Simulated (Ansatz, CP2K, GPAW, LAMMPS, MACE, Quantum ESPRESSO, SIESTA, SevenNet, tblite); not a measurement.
**CP2K runs on liquid (Rb,Li,Na)Br at 1000 K (90 atoms)**

How do the settings of CP2K change the result for liquid (Rb,Li,Na)Br at 1000 K (90 atoms)? A plane-wave run serves as the yardstick.

Method: the method is named at each step, in CP2K 2026.2.

## 1. Starting point

The cell holds 90 atoms: 12 Rb, 10 Li, 23 Na and 45 Br. Its edges and angles: a = 14.887 Å, b = 14.887 Å, c = 14.887 Å, α = 90.0°, β = 90.0°, γ = 90.0°. 90 atoms (12 Rb, 10 Li, 23 Na, 45 Br) placed at random at 2.63 g/cm³, melted at 1800 K for 10 ps at fixed volume with the Lennard-Jones and Coulomb ion parameters for SPC/E (Joung and Cheatham, J. Phys. Chem. B 112, 9020 (2008)), full charges. Snapshot at the end of a hold of 20 ps at 1000 K and fixed volume.

The yardstick, on the same geometry:

| Property | Result |
| --- | --- |
| method | Kohn-Sham DFT, PBE, PAW, plane waves (Ansatz 0.2.0); cutoff 420 eV, Γ point, fermi-dirac smearing of 0.05 eV; PAW set soft_2 |
| r.m.s. force component | 0.2726 eV/Å |
| longest force | 1.016 eV/Å |
| pressure | -0.1747 GPa |
| gap (highest filled to lowest empty level) | 2.943 eV |
| SCF cycles | 7 |
| time | 20 s on 8 threads of Arm Neoverse V2, shared host |
| CPU time | 2.5 min |

## 2. PBE, DZVP-MOLOPT-SR, 800/50 Ry, diagonalisation

Method: Kohn-Sham DFT, PBE, GTH-PBE pseudopotentials, Gaussian and plane waves, DZVP-MOLOPT-SR-GTH, diagonalisation.

The input, input.inp:

```
&GLOBAL
  PROJECT cell
  RUN_TYPE ENERGY_FORCE
  PRINT_LEVEL LOW
&END GLOBAL
&FORCE_EVAL
  METHOD QS
  STRESS_TENSOR ANALYTICAL
  &DFT
    BASIS_SET_FILE_NAME BASIS_MOLOPT
    POTENTIAL_FILE_NAME GTH_POTENTIALS
    &MGRID
      CUTOFF 800
      REL_CUTOFF 50
      NGRIDS 5
    &END MGRID
    &QS
      EPS_DEFAULT 1.0E-12
    &END QS
    &SCF
      SCF_GUESS ATOMIC
      EPS_SCF 1.0E-06
      MAX_SCF 200
      ADDED_MOS 14
      &DIAGONALIZATION
        ALGORITHM STANDARD
      &END DIAGONALIZATION
      &SMEAR ON
        METHOD FERMI_DIRAC
        ELECTRONIC_TEMPERATURE [K] 580
      &END SMEAR
      &MIXING
        METHOD BROYDEN_MIXING
        ALPHA 0.3
        NBROYDEN 8
      &END MIXING
      &PRINT
        &RESTART OFF
        &END RESTART
      &END PRINT
    &END SCF
    &XC
      &XC_FUNCTIONAL PBE
      &END XC_FUNCTIONAL
    &END XC
    &PRINT
      &MULLIKEN ON
      &END MULLIKEN
      &LOWDIN ON
      &END LOWDIN
      &HIRSHFELD ON
      &END HIRSHFELD
      &MO ON
        EIGENVALUES T
        OCCUPATION_NUMBERS T
        MO_INDEX_RANGE 319 342
        &EACH
          QS_SCF 0
        &END EACH
        ADD_LAST NUMERIC
      &END MO
    &END PRINT
  &END DFT
  &SUBSYS
    &CELL
      A 14.88690 0.00000 0.00000
      B 0.00000 14.88690 0.00000
      C 0.00000 0.00000 14.88690
    &END CELL
    &TOPOLOGY
      COORD_FILE_NAME structure.xyz
      COORD_FILE_FORMAT XYZ
    &END TOPOLOGY
    &KIND Rb
      BASIS_SET DZVP-MOLOPT-SR-GTH-q9
      POTENTIAL GTH-PBE-q9
    &END KIND
    &KIND Li
      BASIS_SET DZVP-MOLOPT-SR-GTH-q3
      POTENTIAL GTH-PBE-q3
    &END KIND
    &KIND Na
      BASIS_SET DZVP-MOLOPT-SR-GTH-q9
      POTENTIAL GTH-PBE-q9
    &END KIND
    &KIND Br
      BASIS_SET DZVP-MOLOPT-SR-GTH-q7
      POTENTIAL GTH-PBE-q7
    &END KIND
  &END SUBSYS
  &PRINT
    &FORCES ON
    &END FORCES
    &STRESS_TENSOR ON
    &END STRESS_TENSOR
  &END PRINT
&END FORCE_EVAL
```

The input, structure.xyz:

```xyz
90

Rb 0.71919 7.08572 13.99622
Rb 5.24302 8.39696 14.58484
Rb 8.35006 12.31936 10.88634
Rb 10.89900 5.05380 8.93601
Rb 11.46946 9.39378 14.61000
Rb 4.56983 5.39338 10.61719
Rb 4.53827 0.09736 4.42215
Rb 11.96103 4.66913 0.14306
Rb 6.75180 5.58125 6.03634
Rb 0.75253 5.35646 3.32990
Rb 4.07142 0.88116 13.70875
Rb 4.06264 4.16669 1.75025
Li 9.38396 9.65252 7.14601
Li 3.63523 14.83569 9.20561
Li 7.87815 1.90329 8.14864
Li 2.04308 10.52444 11.91637
Li 14.53185 1.65334 14.66092
Li 1.49405 3.93610 12.13014
Li 0.01489 0.37187 3.17210
Li 11.93155 10.83707 8.01273
Li 7.99412 11.25822 3.83174
Li 14.75872 8.41929 6.27304
Na 2.93421 7.61063 8.50742
Na 14.82854 10.26913 2.57052
Na 8.10473 1.91282 3.71488
Na 11.65882 14.56058 7.76724
Na 4.07693 9.31190 4.15062
Na 0.61126 12.58107 6.19578
Na 2.25537 11.99839 0.62168
Na 1.57235 2.58541 6.43933
Na 14.44163 10.25931 10.53457
Na 14.61477 5.07003 8.59063
Na 10.86595 6.30788 4.38747
Na 4.37332 10.65113 8.70854
Na 7.90926 8.07093 2.36925
Na 13.37692 12.77207 13.68880
Na 9.75092 1.94989 12.10752
Na 8.11798 4.12382 14.61760
Na 7.63891 14.26686 6.20441
Na 7.22149 13.15898 0.69209
Na 12.63853 2.38339 5.24242
Na 11.41915 11.99318 4.26063
Na 8.37865 7.52086 11.20269
Na 0.19502 14.86263 9.90157
Na 11.01899 14.67699 0.74047
Br 9.35627 1.61984 0.08545
Br 2.61369 2.03593 10.97016
Br 1.99127 11.87245 9.83563
Br 1.01826 14.62042 14.64603
Br 4.01797 11.38788 13.42128
Br 2.37535 5.03445 7.23384
Br 13.39523 5.03862 5.88717
Br 9.93433 9.66502 3.49291
Br 9.95874 12.53120 6.71622
Br 8.49714 8.01273 14.17456
Br 9.07892 0.71159 9.86987
[... 30 atom lines left out ...]
Br 7.28848 4.50016 9.21261
Br 1.82513 2.35139 3.46716
Br 14.28785 5.31939 11.79921
Br 13.31261 10.51417 5.95759
```

On the command line:

```sh
OMP_NUM_THREADS=1 mpirun -np 4 cp2k.psmp -i input.inp > output.txt
```

Numbers of over 12 decimals in the logs are rounded to 6 here.

The program printed:

```text
CP2K| version string:                                       CP2K version 2026.2
 CP2K| Input file name                                                 input.inp
 GLOBAL| Basis set file name                                        BASIS_MOLOPT
 GLOBAL| Potential file name                                      GTH_POTENTIALS
 GLOBAL| Run type                                                   ENERGY_FORCE
 GLOBAL| Total number of message passing processes                             4
 GLOBAL| Number of threads for this process                                    1
 TOTAL NUMBERS AND MAXIMUM NUMBERS
  Total number of            - Atomic kinds:                                   4
                             - Atoms:                                         90
                             - Shell sets:                                    90
                             - Shells:                                       452
                             - Primitive Cartesian functions:                475
                             - Cartesian basis functions:                   1077
                             - Spherical basis functions:                   1020
  Maximum angular momentum of- Orbital basis functions:                        2
                             - Local part of the GTH pseudopotential:          6
                             - Non-local part of the GTH pseudopotential:      4
 SCF PARAMETERS         Density guess:                                    ATOMIC
                        max_scf:                                             200
                        eps_scf:                                        1.00E-06
                        added MOs                                        14    0
                        Mixing method:                            BROYDEN_MIXING
                                                charge density mixing in g-space
                        Smear method:                                FERMI_DIRAC
                        Electronic temperature [K]:                        580.0
                        Electronic temperature [a.u.]:                  1.84E-03
                        Accuracy threshold:                             1.00E-10
 Extrapolation method: initial_guess
 Number of electrons:                                                        660
 Number of occupied orbitals:                                                330
 Number of molecular orbitals:                                               344
 Number of orbital functions:                                               1020
 Number of independent orbital functions:                                   1020
 SCF WAVEFUNCTION OPTIMIZATION
  Step     Update method      Time    Convergence         Total energy    Change
     1 NoMix/Diag. 0.30E+00    4.9     0.98094874     -2070.8281488578 -2.07E+03
     2 Broy./Diag. 0.30E+00    6.2     0.07960334     -2053.4567096770  1.74E+01
     3 Broy./Diag. 0.30E+00    6.2     0.10308366     -2066.4295289766 -1.30E+01
     4 Broy./Diag. 0.30E+00    6.2     0.01270581     -2072.5475370812 -6.12E+00
[...]
18 Broy./Diag. 0.30E+00    6.4     0.00000144     -2072.4003724658 -4.23E-05
    19 Broy./Diag. 0.30E+00    6.4     0.00000057     -2072.4003751361 -2.67E-06
  *** SCF run converged in    19 steps ***
  Electronic density on regular grids:       -660.0000000615       -0.0000000615
  Core density on regular grids:              659.9999999993       -0.0000000007
  Total charge density on r-space grids:       -0.0000000622
  Total charge density g-space grids:          -0.0000000622
  Overlap energy of the core charge distribution:               4.09e-11
  Self energy of the core charge distribution:              -4786.774409
  Core Hamiltonian energy:                                   1195.245743
  Hartree energy:                                            1867.046296
  Exchange-correlation energy:                               -347.918005
  Electronic entropic energy:                                  -6e-14
  Fermi energy:                                                 0.046621
  Total energy:                                             -2072.400375
  Total energy (extrapolated to T->0):                      -2072.400375
 MO| EIGENVALUES AND OCCUPATION NUMBERS
 MO|
 MO|  Index      Eigenvalue [a.u.]        Eigenvalue [eV]             Occupation
 MO|    319              -0.026010              -0.707759               2.000000
 MO|    320              -0.024905              -0.677699               2.000000
 MO|    321              -0.024109              -0.656038               2.000000
[...]
MO|    341               0.166422               4.528581               0.000000
 MO|    342               0.170564               4.641279               0.000000
 MO| Sum:                                                             660.000000
 MO| E(Fermi):            0.046621 a.u.          1.268611 eV
 !-----------------------------------------------------------------------------!
                     Mulliken Population Analysis
 #  Atom  Element  Kind  Atomic population                           Net charge
       1     Rb       1          8.482371                              0.517629
       2     Rb       1          8.397170                              0.602830
       3     Rb       1          8.385402                              0.614598
[...]
# Total charge                            660.000000                 -0.000000
 !-----------------------------------------------------------------------------!
 !-----------------------------------------------------------------------------!
                           Hirshfeld Charges
  #Atom  Element  Kind  Ref Charge     Population                    Net charge
      1       Rb     1       9.000         10.074                        -1.074
      2       Rb     1       9.000          9.757                        -0.757
      3       Rb     1       9.000          9.947                        -0.947
[...]
89       Br     4       7.000          6.683                         0.317
     90       Br     4       7.000          6.707                         0.293
  Total Charge                                                           -0.000
 !-----------------------------------------------------------------------------!
 LOWDIN POPULATION ANALYSIS
 #  Atom  Element  Kind  Atomic population                           Net charge
[...]
89     Br       4          7.155292                             -0.155292
      90     Br       4          7.112402                             -0.112402
 # Total charge                            660.000000                 -0.000000
 ENERGY| Total FORCE_EVAL ( QS ) energy [hartree]          -2072.400366
 FORCES| Atomic forces [hartree/bohr]
 FORCES|   Atom     x               y               z               |f|
 FORCES|      1  2.63944416E-03  8.86001212E-03  6.21915227E-03   1.11420077E-02
 FORCES|      2 -5.83969710E-03  1.36545446E-03 -3.67261221E-03   7.03239707E-03
 FORCES|      3 -8.73274184E-03  1.03747540E-02 -5.04886783E-03   1.44702234E-02
[...]
FORCES|     89  9.17957626E-05 -8.48800550E-03 -1.03937518E-02   1.34195656E-02
 FORCES|     90  3.36187232E-03 -3.65288928E-03 -8.28999018E-03   9.66280098E-03
 FORCES| Sum    -8.05886280E-02 -4.91420480E-02  4.45328666E-03
 FORCES| Total atomic force                                       9.44949713E-02
 STRESS| Analytical stress tensor [bar]
 STRESS|                        x                   y                   z
 STRESS|      x        2.41280240726E+03  -1.41086429406E+03   3.03908533203E+03
 STRESS|      y       -1.41086429406E+03  -3.07558965998E+03  -1.18375425000E+03
 STRESS|      z        3.03908533203E+03  -1.18375425000E+03   1.29369828944E+03
 STRESS| 1/3 Trace                                             2.10303678904E+02
```

Elapsed: 2.2 min, on 4 MPI ranks of Arm Neoverse V2, shared host; peak memory 14 GiB; 9 min of CPU time.

Banners, paths, timers and routine set-up lines are dropped from the logs unmarked, and long logs keep their key lines alone; longer cuts are marked.

Numbers from this run, and their distance from the reference:

- r.m.s. force component: 0.3635 eV/Å
- r.m.s. difference of force components: 200.7 meV/Å
- longest difference of force vectors: 920.7 meV/Å
- force difference over r.m.s. force: 73.6 %
- slope of forces against the reference's: 1.118
- correlation of force components: 0.8404
- gap (highest filled to lowest empty level): 2.912 eV
- gap difference: -0.0311 eV
- pressure: 0.021 GPa
- pressure difference: 0.1957 GPa

This run lies far from the reference in forces at the same functional.

Length of the force difference by element (eV/Å):

| element | atoms | mean | most |
| --- | --- | --- | --- |
| Br | 45 | 0.056 | 0.12 |
| Li | 10 | 0.069 | 0.12 |
| Na | 23 | 0.66 | 0.92 |
| Rb | 12 | 0.070 | 0.13 |

Levels nearest the highest filled one (eV from it): -0.51, -0.48, -0.46, -0.46, -0.43, -0.42, -0.39, -0.34, -0.31, -0.21, -0.04, 0.00, 2.91, 3.86, 4.00, 4.04, 4.13, 4.17, 4.21, 4.60, 4.64, 4.66, 4.73, 4.84.

Local excerpt of 9 atoms (numbers count through the whole input) about Li16, one of the 10 Li atoms; x, y, z are measured from there.

| atom | x | y | z | distance (Å) | Mulliken charge (e) | Fx | Fy | Fz (eV/Å) |
| --- | --- | --- | --- | --- | --- | --- | --- | --- |
| Li16 | 0.00 | 0.00 | 0.00 | 0.00 | 0.49 | 0.84 | 0.10 | 0.28 |
| Br48 | -0.05 | 1.35 | -2.08 | 2.48 | -0.60 | -0.01 | 0.09 | 0.02 |
| Br80 | -2.16 | -0.09 | 1.25 | 2.49 | -0.65 | -0.09 | -0.13 | 0.46 |
| Br71 | 0.58 | -2.48 | -0.50 | 2.60 | -0.57 | 0.02 | 0.07 | -0.01 |
| Br50 | 1.97 | 0.86 | 1.50 | 2.63 | -0.61 | -0.04 | 0.10 | -0.13 |
| Na31 | -2.49 | -0.27 | -1.38 | 2.86 | 0.64 | -0.67 | -0.42 | -0.96 |
| Na29 | 0.21 | 1.47 | 3.59 | 3.89 | 0.62 | 0.41 | -0.46 | 0.42 |
| Na34 | 2.33 | 0.13 | -3.21 | 3.97 | 0.65 | -0.14 | -0.21 | 0.44 |
| Rb1 | -1.32 | -3.44 | 2.08 | 4.23 | 0.52 | 0.14 | 0.46 | 0.32 |

Forces lie 74 % from the reference's, at 3.5 times its CPU time (on 4 against 8 cores).

The difference per atom is largest on Na (0.66 eV/Å on average, against 0.070 on Rb). The forces add up to 4.9 eV/Å instead of zero, usually a sign of too coarse a grid.

(Part 1 of 3 ends here.)

[Also dropped from logs without a mark: logging warnings of Python, and SIESTA's first energy breakdown and zero terms.]

[Logs are printed without paths, hosts, clocks, repeated set-up lines and the standing remarks that a program may print on its own settings, such as how far it seeks lower states.]

[Hosts, paths, dates, database ids (printed as entryN), source tags and the programs' standing remarks are cut or masked in the printed files.]
